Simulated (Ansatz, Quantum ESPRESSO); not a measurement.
# Band edges of H-SiSi-Cl chair, 1 layer under strain, part 2 of 2

How do the band edges of H-SiSi-Cl chair, 1 layer move against the vacuum when the sheet is stretched?

Quantum ESPRESSO 7.5; plane-wave DFT, PBE, GBRV ultrasoft pseudopotentials; geometry by Ansatz 0.2.0 with PAW datasets.

So far: The starting structure; Relaxation with Ansatz.

**3. Running the series**

Under ESM bc1 levels count from the vacuum, or from the mean of the two vacuum levels where the sheet has a dipole, so band edges at unlike strains can be compared.

Level of this step: plane-wave DFT, PBE, GBRV ultrasoft pseudopotentials (Quantum ESPRESSO 7.5).

File run.py:

```python
import json
import numpy as np
from ase import Atoms
from ase.calculators.espresso import Espresso, EspressoProfile

profile = EspressoProfile(command='mpirun -n 2 pw.x -nk 2', pseudo_dir='../pseudo')
pseudopotentials = {'Cl': 'cl_pbe_v1.4.uspp.F.UPF', 'H': 'h_pbe_v1.4.uspp.F.UPF', 'Si': 'si_pbe_v1.uspp.F.UPF'}
system = {'ecutwfc': 40, 'ecutrho': 200, 'occupations': 'smearing', 'smearing': 'fd', 'degauss': 0.002}


def calculator(name, kpts, **extra):
    data = dict(control=dict(tprnfor=True, verbosity='high', disk_io='none'),
                system=system | extra,
                electrons=dict(conv_thr=1e-09, mixing_beta=0.4, mixing_mode='plain',
                               electron_maxstep=100))
    return Espresso(profile=profile, directory=name, pseudopotentials=pseudopotentials, kpts=kpts, input_data=data)


def centre(atoms):
    z = atoms.positions[:, 2]
    atoms.positions[:, 2] -= (z.max() + z.min()) / 2  # ESM wants the slab about z = 0
    return atoms

sheet = Atoms(
    ['Cl', 'Si', 'Si', 'H'],
    scaled_positions=[
        [0.6666666667, 0.3333333333, 0.3902594930],
        [0.6666666667, 0.3333333333, 0.4978491594],
        [0.3333333333, 0.6666666667, 0.5353278254],
        [0.3333333333, 0.6666666667, 0.6133701577]],
    cell=[
        [3.911938523750, 0.000000000000, 0.000000000000],
        [-1.955969261875, 3.387838139611, 0.000000000000],
        [0.000000000000, 0.000000000000, 19.290000000000]],
    pbc=True)

rows = []
for strain in [-0.03, -0.015, 0.0, 0.015, 0.03]:
    atoms = sheet.copy()
    atoms.set_cell(sheet.cell.array * [[1 + strain], [1 + strain], [1]], scale_atoms=True)
    atoms = centre(atoms)
    atoms.calc = calculator(f's{strain:+.3f}', (12, 12, 1), assume_isolated='esm', esm_bc='bc1', nbnd=12)
    energy = atoms.get_potential_energy()
    levels = np.array([atoms.calc.get_eigenvalues(kpt=i) for i in range(len(atoms.calc.get_ibz_k_points()))])
    top, bottom = levels[:, 7].max(), levels[:, 8].min()
    direct = (levels[:, 8] - levels[:, 7]).min()
    rows.append([strain, energy, top, bottom, direct])
    print(f'strain {strain:+.3f}: E = {energy:.5f} eV, valence top {top:.3f}, conduction bottom {bottom:.3f}, '
          f'gap {bottom - top:.3f}, least direct gap {direct:.3f} eV')

x, energy, top, bottom, direct = np.array(rows).T
area = np.linalg.norm(np.cross(*sheet.cell[:2]))
stiffness = np.polyfit(x, energy, 2)[0] / area * 16.0218  # C11 + C12, heights clamped
print(f'valence and conduction edges move by {np.polyfit(x, top, 1)[0]:.2f} and {np.polyfit(x, bottom, 1)[0]:.2f} eV per unit biaxial strain')
print(f'C11 + C12 with clamped heights: {stiffness:.1f} N/m')
json.dump(dict(rows=rows, stiffness=stiffness), open('result.json', 'w'))
```

Run with:

```
$ OMP_NUM_THREADS=1 python run.py
```

Log:

```text
strain -0.030: E = -731.16497 eV, valence top -5.405, conduction bottom -3.525, gap 1.881, least direct gap 1.925 eV
strain -0.015: E = -731.21621 eV, valence top -5.463, conduction bottom -3.567, gap 1.896, least direct gap 1.898 eV
strain +0.000: E = -731.23263 eV, valence top -5.511, conduction bottom -3.678, gap 1.833, least direct gap 1.833 eV
strain +0.015: E = -731.21866 eV, valence top -5.550, conduction bottom -3.817, gap 1.734, least direct gap 1.734 eV
strain +0.030: E = -731.17825 eV, valence top -5.581, conduction bottom -3.974, gap 1.607, least direct gap 1.607 eV
valence and conduction edges move by -2.93 and -7.66 eV per unit biaxial strain
C11 + C12 with clamped heights: 82.0 N/m
```

Wall time 3.3 min (2 MPI ranks of Intel Xeon Platinum 8488C (Sapphire Rapids), shared host); peak memory 0.52 GiB; 6.6 min of CPU time.

The input that ASE wrote for the first run, and its log:

```
&CONTROL
   verbosity        = 'high'
   tprnfor          = .true.
   disk_io          = 'none'
   pseudo_dir       = '../pseudo'
/
&SYSTEM
   nbnd             = 12
   ecutwfc          = 40
   ecutrho          = 200
   occupations      = 'smearing'
   degauss          = 0.002
   smearing         = 'fd'
   assume_isolated  = 'esm'
   esm_bc           = 'bc1'
   ntyp             = 3
   nat              = 4
   ibrav            = 0
/
&ELECTRONS
   electron_maxstep = 100
   conv_thr         = 1e-09
   mixing_mode      = 'plain'
   mixing_beta      = 0.4
/
&IONS
/
&CELL
/
&FCP
/
&RISM
/
ATOMIC_SPECIES
Cl 35.45 cl_pbe_v1.4.uspp.F.UPF
Si 28.085 si_pbe_v1.uspp.F.UPF
H 1.008 h_pbe_v1.4.uspp.F.UPF

K_POINTS automatic
12 12 1  0 0 0

CELL_PARAMETERS angstrom
3.79458036803750 0.00000000000000 0.00000000000000
-1.89729018401875 3.28620299542267 0.00000000000000
0.00000000000000 0.00000000000000 19.29000000000000

ATOMIC_POSITIONS angstrom
Cl 1.8972901842 1.0954009984 -2.1519023610  
Si 1.8972901842 1.0954009984 -0.0764976962  
Si -0.0000000002 2.1908019971 0.6464657710  
H -0.0000000002 2.1908019971 2.1519023610
```

```text
Program PWSCF v.7.5 starts
[citation notice left out]

     Parallel version (MPI & OpenMP), running on       2 processor cores
     Number of MPI processes:                 2
     Threads/MPI process:                     1

     MPI processes distributed on     1 nodes
[... 1 line left out ...]

Warning: card &CELL ignored
Warning: card &FCP ignored
Warning: card &RISM ignored

     Current dimensions of program PWSCF are:
     Max number of different atomic species (ntypx) = 10
     Max number of k-points (npk) =  40000
     Max angular momentum in pseudopotentials (lmaxx) =  4
     Message from routine setup:
     using ibrav=0 with symmetry is DISCOURAGED, use correct ibrav instead

     K-points division:     npool     =       2
     Subspace diagonalization in iterative solution of the eigenvalue problem:
     a serial algorithm will be used

     G-vector sticks info
     --------------------
     sticks:   dense  smooth     PW     G-vecs:    dense   smooth      PW
     Sum         703     571    163                77403    55437    9039

     Using Slab Decomposition

     bravais-lattice index     =            0
     lattice parameter (alat)  =       7.1707  a.u.
     unit-cell volume          =    1623.2558 (a.u.)^3
     number of atoms/cell      =            4
     number of atomic types    =            3
     number of electrons       =        16.00
     number of Kohn-Sham states=           12
     kinetic-energy cutoff     =      40.0000  Ry
     charge density cutoff     =     200.0000  Ry
     scf convergence threshold =      1.0E-09
     mixing beta               =       0.4000
     number of iterations used =            8  plain     mixing
     Exchange-correlation=  SLA  PW   PBX  PBC
                           (   1   4   3   4   0   0   0)

     Effective Screening Medium Method
     =================================
     Boundary Conditions: Vacuum-Slab-Vacuum
     total charge in unit cell        =   0.0000
     grid points for fit at edges     =        4

[... 10 lines left out ...]
     PseudoPot. # 1 for Cl read from file:
     ../pseudo/cl_pbe_v1.4.uspp.F.UPF
     Pseudo is Ultrasoft + core correction, Zval =  7.0
     Generated by new atomic code, or converted to UPF format
     Using radial grid of  909 points,  6 beta functions with:
                l(1) =   0
                l(2) =   0
                l(3) =   1
                l(4) =   1
                l(5) =   2
                l(6) =   2
     Q(r) pseudized with  8 coefficients,  rinner =    1.300   1.300   1.300
                                                       1.300   1.300

     PseudoPot. # 2 for Si read from file:
     ../pseudo/si_pbe_v1.uspp.F.UPF
     Pseudo is Ultrasoft + core correction, Zval =  4.0
     Generated by new atomic code, or converted to UPF format
     Using radial grid of  899 points,  6 beta functions with:
                l(1) =   0
[... 561 lines left out ...]
     estimated scf accuracy    <          3.4E-10 Ry
     smearing contrib. (-TS)   =      -0.00000000 Ry
     internal energy E=F+TS    =     -53.73963860 Ry

     The total energy is F=E-TS. E is the sum of the following terms:
     one-electron contribution =     232.56811900 Ry
     hartree contribution      =    -115.07237051 Ry
     xc contribution           =     -18.77578968 Ry
     ewald contribution        =    -152.45959741 Ry

     convergence has been achieved in  16 iterations

     negative rho (up, down):  1.525E-02 0.000E+00

     Forces acting on atoms (cartesian axes, Ry/au):

     atom    1 type  1   force =     0.00000000    0.00000000    0.00008308
     atom    2 type  2   force =     0.00000000    0.00000000   -0.01603630
     atom    3 type  2   force =     0.00000000    0.00000000    0.01566333
     atom    4 type  3   force =     0.00000000    0.00000000    0.00027471
     The non-local contrib.  to forces
     atom    1 type  1   force =     0.00000000    0.00000000    0.28607915
     atom    2 type  2   force =    -0.00000000   -0.00000000   -0.16117886
     atom    3 type  2   force =     0.00000000   -0.00000000    0.01475629
     atom    4 type  3   force =    -0.00000000   -0.00000000   -0.09598787
     The ionic contribution  to forces
     atom    1 type  1   force =    -0.00000000    0.00000000  -18.63383487
     atom    2 type  2   force =    -0.00000000    0.00000000    5.31917173
     atom    3 type  2   force =     0.00000000   -0.00000000    8.67028846
     atom    4 type  3   force =     0.00000000   -0.00000000    4.64437468
     The local contribution  to forces
     atom    1 type  1   force =    -0.00000000    0.00000000   18.35287425
     atom    2 type  2   force =    -0.00000000    0.00000000   -5.18406093
     atom    3 type  2   force =     0.00000000   -0.00000000   -8.66962654
     atom    4 type  3   force =     0.00000000   -0.00000000   -4.54811073
     The core correction contribution to forces
     atom    1 type  1   force =     0.00000000   -0.00000000   -0.00497450
     atom    2 type  2   force =     0.00000000   -0.00000000    0.01003163
     atom    3 type  2   force =    -0.00000000    0.00000000    0.00024117
     atom    4 type  3   force =     0.00000000    0.00000000    0.00000000
     The Hubbard contrib.    to forces
     atom    1 type  1   force =     0.00000000    0.00000000    0.00000000
     atom    2 type  2   force =     0.00000000    0.00000000    0.00000000
     atom    3 type  2   force =     0.00000000    0.00000000    0.00000000
     atom    4 type  3   force =     0.00000000    0.00000000    0.00000000
     The SCF correction term to forces
     atom    1 type  1   force =     0.00000000    0.00000000   -0.00006096
     atom    2 type  2   force =     0.00000000   -0.00000000    0.00000013
     atom    3 type  2   force =    -0.00000000    0.00000000    0.00000396
     atom    4 type  3   force =    -0.00000000   -0.00000000   -0.00000138

     Total force =     0.022418     Total SCF correction =     0.000061
     Message from routine punch:
     Nothing written, as per user request (disk_io='none')

[... 1 line left out ...]

[... 1 line left out ...]

[... 1 line left out ...]

[... 3 lines left out ...]

[... 1 line left out ...]

[... 2 lines left out ...]

[... 1 line left out ...]

[... 1 line left out ...]

=------------------------------------------------------------------------------=
   JOB DONE.
=------------------------------------------------------------------------------=
```

This step gave:

```
biaxial stiffness : 82.02 N/m
```

Table of band edge from the vacuum level by biaxial strain:

```csv
biaxial strain (%),valence top (eV),conduction bottom (eV)
-3.00,-5.41,-3.52
-1.50,-5.46,-3.57
0.00,-5.51,-3.68
1.50,-5.55,-3.82
3.00,-5.58,-3.97
```

The gap by biaxial strain:

```csv
biaxial strain (%),on the mesh (eV),least direct (eV)
-3.00,1.88,1.93
-1.50,1.90,1.90
0.00,1.83,1.83
1.50,1.73,1.73
3.00,1.61,1.61
```

The energy over the lowest by biaxial strain:

```csv
biaxial strain (%),energy over the lowest (meV)
-3.00,67.7
-1.50,16.4
0.00,0
1.50,14.0
3.00,54.4
```

**4. Running the series: RPBE, GBRV ultrasoft**

Level of this step: plane-wave DFT, RPBE, GBRV ultrasoft pseudopotentials made under PBE (Quantum ESPRESSO 7.5). input_dft overrides the functional of the files.

run.py, as its differences from the input of step 3:

```diff
@@ -7,3 +7,3 @@
 pseudopotentials = {'Cl': 'cl_pbe_v1.4.uspp.F.UPF', 'H': 'h_pbe_v1.4.uspp.F.UPF', 'Si': 'si_pbe_v1.uspp.F.UPF'}
-system = {'ecutwfc': 40, 'ecutrho': 200, 'occupations': 'smearing', 'smearing': 'fd', 'degauss': 0.002}
+system = {'ecutwfc': 40, 'ecutrho': 200, 'input_dft': 'rpbe', 'occupations': 'smearing', 'smearing': 'fd', 'degauss': 0.002}
```

Run with:

```
$ OMP_NUM_THREADS=1 python run.py
```

Log:

```text
strain -0.030: E = -732.13945 eV, valence top -5.375, conduction bottom -3.416, gap 1.959, least direct gap 1.989 eV
strain -0.015: E = -732.20563 eV, valence top -5.433, conduction bottom -3.466, gap 1.966, least direct gap 1.966 eV
strain +0.000: E = -732.23633 eV, valence top -5.481, conduction bottom -3.579, gap 1.902, least direct gap 1.902 eV
strain +0.015: E = -732.23597 eV, valence top -5.521, conduction bottom -3.718, gap 1.803, least direct gap 1.803 eV
strain +0.030: E = -732.20853 eV, valence top -5.552, conduction bottom -3.878, gap 1.674, least direct gap 1.674 eV
valence and conduction edges move by -2.96 and -7.85 eV per unit biaxial strain
C11 + C12 with clamped heights: 83.8 N/m
```

Run time: 4.2 min. Hardware: 2 MPI ranks; peak memory 0.54 GiB.

This step gave:

| Quantity | Value |
| --- | --- |
| biaxial stiffness | 83.77 N/m |

Band edge from the vacuum level against biaxial strain:

```csv
biaxial strain (%),valence top (eV),conduction bottom (eV)
-3.00,-5.37,-3.42
-1.50,-5.43,-3.47
0.00,-5.48,-3.58
1.50,-5.52,-3.72
3.00,-5.55,-3.88
```

The gap by biaxial strain:

```csv
biaxial strain (%),on the mesh (eV),least direct (eV)
-3.00,1.96,1.99
-1.50,1.97,1.97
0.00,1.90,1.90
1.50,1.80,1.80
3.00,1.67,1.67
```

Energy over the lowest against biaxial strain:

```csv
biaxial strain (%),energy over the lowest (meV)
-3.00,96.9
-1.50,30.7
0.00,0
1.50,0.359
3.00,27.8
```

**5. Worked from the printed numbers**

Under equal strain ε in the plane, E = A (C11 + C12) ε². From the points at ±1.5 %: d²E/dε² = (16.42 + 13.97 − 2 × 0.00) meV / 0.015² = 135 eV, and 135/(2 × 13.253 Å²) × 16.02 = 82 N/m.

**6. Outcome**

| Property | Result |
| --- | --- |
| C11 + C12, heights clamped, PBE, GBRV ultrasoft | 82 N/m |
| gap on the mesh at zero strain, PBE, GBRV ultrasoft | 1.83 eV |
| valence top below the mean of the two vacuum levels at zero strain, PBE, GBRV ultrasoft | 5.51 eV |
| shift of the valence top per unit biaxial strain, PBE, GBRV ultrasoft | -2.9 eV |
| C11 + C12, heights clamped, RPBE, GBRV ultrasoft (made under PBE) | 84 N/m |
| gap on the mesh at zero strain, RPBE, GBRV ultrasoft (made under PBE) | 1.90 eV |
| valence top below the mean of the two vacuum levels at zero strain, RPBE, GBRV ultrasoft (made under PBE) | 5.48 eV |
| shift of the valence top per unit biaxial strain, RPBE, GBRV ultrasoft (made under PBE) | -3.0 eV |

The sheet's biaxial stiffness comes to 82 N/m and its gap at zero strain to 1.83 eV (PBE, GBRV ultrasoft). From −3 % to +3 % the gap on the mesh goes from 1.88 to 1.61 eV; it is direct at some strains and indirect at others. The conduction bottom bends along the series, so the script's straight-line slope describes it poorly. Heights are clamped under strain, which makes a sheet with several atomic planes too stiff. Zero strain is the PBE cell; under RPBE the energy is lowest near +0.8 %, so its stiffness is taken away from its own minimum. Semilocal gaps are too small. The sheet carries a dipole, so the two faces have unlike vacuum levels and the zero lies between them.

[Logs are printed without paths, hosts, clocks, repeated set-up lines and the standing remarks that a program may print on its own settings, such as how far it seeks lower states.]

[Hosts, paths, dates, database ids (printed as entryN), source tags and the programs' standing remarks are cut or masked in the printed files.]

[Maps of the electrostatic potential energy from Ansatz leave out the sawtooth potential of an applied field or a dipole correction, so their vacuum need not be flat; planar profiles and work functions include it.]
